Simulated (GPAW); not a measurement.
BaTiO3 (Barioperovskite, Amm2), O K edge of atom 3, with 1 Ti at 1.93 Å and 1 Ti at 2.09 Å (linear, site symmetry m). Method: GPAW, LDA, full core hole (charged cell), 20-atom cell with 6.9 Å between holes, 4×4×4 k points, dipole transitions, Gaussian full width 0.9 eV up to 4 eV, rising linearly to 3.5 eV at 25 eV.

```xyz
5
Lattice="3.9855 0.0000 0.0000 0.0000 2.8369 2.8451 0.0000 -2.8369 2.8451" Properties=species:S:1:pos:R:3 pbc="T T T"
Ba    0.0000    0.0000    0.0000
Ti    1.9928    0.0000    2.9157
O     1.9928    1.3804    4.2594
O     1.9928   -1.3804    4.2594
O     0.0000    0.0000    2.7735
```

Energy from the lowest empty level; a common scale on which the isotropic spectrum has a mean of 1 over the first 20 eV.

```
E (eV)  curve 1  curve 2  curve 3
  -2.0     0.00     0.00     0.00
  -1.0     0.00     0.00     0.00
   0.0     0.15     0.28     0.11
   1.0     0.86     1.61     0.83
   2.0     0.62     0.53     0.69
   3.0     1.17     0.03     1.24
   4.0     1.38     0.17     1.35
   5.0     1.59     0.97     1.57
   6.0     1.32     1.79     1.28
   7.0     1.31     1.91     1.30
   8.0     0.70     1.11     0.71
   9.0     0.28     0.48     0.27
  10.0     0.50     0.66     0.49
  11.0     1.33     0.90     1.31
  12.0     2.00     0.87     1.99
  13.0     1.52     0.97     1.50
  14.0     1.11     1.06     1.09
  15.0     1.05     1.14     1.05
  16.0     0.92     1.09     0.95
  17.0     0.86     1.07     0.88
  18.0     0.81     1.10     0.83
  19.0     0.64     0.94     0.65
  20.0     0.44     0.66     0.46
  21.0     0.36     0.48     0.37
  22.0     0.37     0.43     0.37
  23.0     0.40     0.44     0.41
  24.0     0.44     0.45     0.46
  25.0     0.50     0.46     0.52
  26.0     0.58     0.52     0.60
  27.0     0.64     0.63     0.67
  28.0     0.72     0.78     0.74
  29.0     0.82     0.97     0.83
  30.0     0.95     1.17     0.93
  31.0     1.08     1.29     1.04
  32.0     1.20     1.26     1.14
```

The curves are for the electric vector along different Cartesian axes of the cell as given, averaged over the symmetry-equivalent atoms. Which is which?

Curve 1: along z, main maxima 1.3 eV (0.95), 2.9 eV (1.19), 4.6 eV (1.65) and 12.0 eV (2.00). Curve 2: along x, main maxima 1.3 eV (1.75), 7.0 eV (1.91) and 15.2 eV (1.14). Curve 3: along y, main maxima 1.3 eV (0.97), 4.6 eV (1.63), 6.9 eV (1.31) and 12.0 eV (1.99). A K edge sees empty p states; the first features are O p mixed into the empty d states of the Ti neighbours, and the broad ones above probably into the cations' higher empty bands. Each direction probes the empty orbitals that point along it. The crystal has 2 inequivalent O sites and not all are shown here, while a measurement adds them all. The mesh is coarse (0.28 Å⁻¹ between points), so small maxima may be mesh ripples.

[Banner, clock and machine lines of the logs are left out without a mark of their own.]

[Logs are printed without paths, hosts, clocks, repeated set-up lines and the standing remarks that a program may print on its own settings, such as how far it seeks lower states.]

[Hosts, paths, dates, database ids (printed as entryN), source tags and the programs' standing remarks are cut or masked in the printed files.]

[Lists of maxima count a maximum above −3 eV only where it reaches 4 % of the highest in the window and stands out from its surroundings by 2 % of it (1.5 % where it reaches 55 %); shoulders and weaker maxima are passed over, and of the rest the first, up to two pre-edge ones and the few strongest are named.]
